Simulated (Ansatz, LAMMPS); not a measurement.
# 42In2O3-58Na2O (mol %) with crystalline order left by the classical run (100 atoms) under strain: runs compared

How stiff is 42In2O3-58Na2O (mol %) with crystalline order left by the classical run (100 atoms), and how do its levels respond to strain?

Computed with Ansatz 0.2.0: Kohn-Sham DFT, LDA, PAW (set soft_2), plane waves.

### Step 1. The cell as built

The cell holds 100 atoms: 22 In, 30 Na and 48 O. Its edges and angles: a = 10.882 Å, b = 10.882 Å, c = 10.882 Å, α = 90.0°, β = 90.0°, γ = 90.0°. 100 atoms (22 Sc, 30 Na, 48 O) placed at random at 3.37 g/cm³, melted at 5000 K for 10 ps at fixed volume with the Morse and Coulomb pair potential with partial charges (Pedone, Malavasi, Menziani, Cormack and Segre, J. Phys. Chem. B 110, 11780 (2006)). Quenched from 5000 K to 300 K at 20 K/ps and fixed volume, held 10 ps at zero pressure, then minimised at fixed cell. Then Sc was replaced by In and the cell scaled by 1.021 (the potential has no terms for the new elements, so the cell is a start for a DFT relaxation).

What the set-up can't give: The quench rate of 20 K/ps is orders of magnitude faster than experiment, which tends to freeze in extra defects. The network of bonds at the start is that of the classical potential that made the cell, and needn't be the one that DFT or experiment would give. Sampling is at Γ alone.

### Step 2. The reference run

The reference is a single point at the end of the relaxation.

Every strained cell starts from the geometry of this run, and its atoms are relaxed with the cell held.

Its input, with most atom lines left out:

```yaml
crystal:
  lattice:
    - [11.10849, -0.44499, 0.89708]
    - [-0.44499, 10.61425, 0.44608]
    - [0.89708, 0.44608, 10.29345]
  atoms:
    - { symbol: In, position: [0.32326, 0.33002, 0.08639] }
    - { symbol: In, position: [0.66746, 0.46389, 0.6013] }
    - { symbol: In, position: [0.91791, 0.77715, 0.31363] }
    - { symbol: In, position: [0.38861, 0.4092, 0.76267] }
    - { symbol: In, position: [0.86207, 0.06027, 0.21444] }
    - { symbol: In, position: [0.99941, 0.24119, 0.54645] }
    - { symbol: In, position: [0.36112, 0.04842, 0.21145] }
    [... atom lines 8 to 100 left out ...]
kpoints:
  mp_grid: { grid: [1, 1, 1] }
hamiltonian:
  xc: lda
scf:
  occupations: { method: gaussian, width: 0.05 }
output:
  forces: true
  stress: true
  populations: true
  dos:
    method: { smearing: { sigma: 0.1 } }
    de: 0.1
    projected: { site_lists: { In: [In], Na: [Na], O: [O] } }
  eigenvalues: true
  write_density: true
  write_potential: true
  volumetric_format: npy
```

* free energy per atom: -1907.4558 eV/atom
* r.m.s. force component: 0.00103 eV/Å
* pressure: -0.0008441 GPa

Filled and empty levels are parted by 1.30 eV (at Γ alone); a local or semilocal functional tends to put such gaps too low. In a disordered cell it changes from sample to sample, and tail or defect levels can set it.

### Step 3. The runs

Each row is one run, on 4 threads of Intel Xeon Platinum 8375C at 2.90GHz (Ice Lake), shared host. The free energy is the program's total, comparable only between runs with the same functional, potentials and atoms.

```tsv
run	atoms	outcome	ionic steps, all passes	free energy (eV)	time	host memory (GiB)
Single point at the start	100	converged	-	-190735.321	12 s	1.9
Cell and atoms relaxed	100	converged	20	-190745.581	3.7 min	2.0
Single point at the relaxed geometry	100	converged	-	-190745.581	18 s	1.8
Volume -3 %	100	converged	5	-190745.231	66 s	1.8
Volume +3 %	100	converged	4	-190745.257	53 s	1.9
Volume -6 %	100	converged	6	-190744.077	69 s	1.8
Volume +6 %	100	converged	6	-190744.446	76 s	2.0
Volume -10 %	100	converged	6	-190741.028	63 s	1.7
Stretched by 1 % along x	100	converged	3	-190745.504	37 s	1.9
Compressed by 1 % along x	100	converged	3	-190745.507	39 s	1.8
Sheared by 2 % in xy	100	converged	3	-190745.494	38 s	1.9
```

In some runs the program notes that the SCF threshold is loose for the stress.

### Step 4. Pressure against volume

Atoms are relaxed at each volume, in the scaled cell.

```tsv
volume change (%)	volume (Å³/atom)	energy change (meV/atom)	pressure (GPa)	largest move on relaxing (Å)	bonds	gap (eV)
-10	10.805	45.53	13.53	0.16	295	1.61
-6	11.285	15.04	7.10	0.10	294	1.50
-3	11.645	3.50	3.18	0.05	293	1.41
+0	12.005	0.00	0.00	-	293	1.30
+3	12.366	3.24	-2.63	0.04	293	1.20
+6	12.726	11.35	-4.64	0.15	292	1.07
```

### Step 5. Uniaxial strain and shear

Stress (GPa, compression positive) less that of the relaxed cell, atoms relaxed:

```tsv
strain	xx	yy	zz	xy	energy change (meV/atom)
stretched by 1 % along x	-1.816	-0.601	-0.582	0.007	0.77
compressed by 1 % along x	1.907	0.654	0.628	-0.048	0.74
sheared by 2 % in xy	0.096	0.088	0.182	-1.216	0.87
```

### Step 6. Outcome

The bulk modulus, from the slope of pressure against ln V over the three points nearest the relaxed volume, is 96.8 GPa; a quadratic over all points gives a pressure derivative of about 6.3. The count of bonds runs from 292 to 295 over the series, so at some points contacts cross the cutoffs. The gap goes from 1.61 eV at the smallest volume to 1.07 eV at the largest, -3.3 eV per unit of ln V by a straight line, on the run's k-points. In the Cartesian axes of the cell, finite differences give C11 = 186, C12 = 62.8, C13 = 60.5 and C66 = 60.8 GPa (the shear of 2 % is the engineering strain, εxy = 0.01). The mean of C11, C12 and C13, which equals the bulk modulus in a cubic or isotropic solid, is 103 GPa: it agrees with the bulk modulus within 10 %. For an isotropic solid C66 would equal (C11 − C12)/2 = 61.7 GPa; so small a sample needn't be isotropic, and C66 rests on one shear. With the bulk modulus and C66 as K and G, Young's modulus would be about 151 GPa and Poisson's ratio 0.24.

**Limits.** Strains are finite and relaxations stop at the force tolerance of the input, which can leave moduli too stiff; they are those of a static cell at zero temperature. Volumes are changed with the cell's shape held, so in an anisotropic solid the modulus lies over the one under free hydrostatic load. The program notes that the SCF threshold of the relaxations is loose for the stress.

The DFT runs together took 12 min of wall time.

[Logs are printed without paths, hosts, clocks, repeated set-up lines and the standing remarks that a program may print on its own settings, such as how far it seeks lower states.]

[Hosts, paths, dates, database ids (printed as entryN), source tags and the programs' standing remarks are cut or masked in the printed files.]
